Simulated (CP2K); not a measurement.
Consider carbonyl fluoride at its PBE geometry (Å).

```xyz
4

O    -0.1909    1.2567   -0.1980
C    -0.0141    0.0973   -0.0155
F     1.0461   -0.6184   -0.4223
F    -0.8410   -0.7356    0.6359
```

Method: CP2K XAS_TDP, all-electron GAPW, PBEh(45%), aug-cc-pVTZ, TDA, GW2X-corrected core level, no relativity.

Q: Where do the F K-edge lines lie, and how strong are they?

Leading lines: F3 687.54 eV. The leading line of an atom is its first one with 35 % of the strongest within 2.5 eV of its lowest line over the strength cut. Core ionisation energies at this level: F3 692.17 eV.

The first six lines of each atom with a strength over 0.0015:

```tsv
atom	energy (eV)	states	strength, one atom	above the computed threshold
F3 (bonded to C), 2 alike	687.54	1	0.0137	
	688.18	1	0.0294	
	690.81	1	0.0153	
	691.63	1	0.0039	
	693.85	1	0.0030	yes
	694.02	1	0.0044	yes
```

Lines are vertical, at one geometry, with no vibrational structure. GW2X ionisation energies and lines can be off by 1 to 2 eV either way, and a good line position may hide errors that cancel. These values hold no scalar relativity, about 0.7 eV for F 1s. Rydberg lines, and the discretised continuum above threshold, depend on the basis and the box.

[Banner, clock and machine lines of the logs are left out without a mark of their own.]

[Logs are printed without paths, hosts, clocks, repeated set-up lines and the standing remarks that a program may print on its own settings, such as how far it seeks lower states.]

[Hosts, paths, dates, database ids (printed as entryN), source tags and the programs' standing remarks are cut or masked in the printed files.]
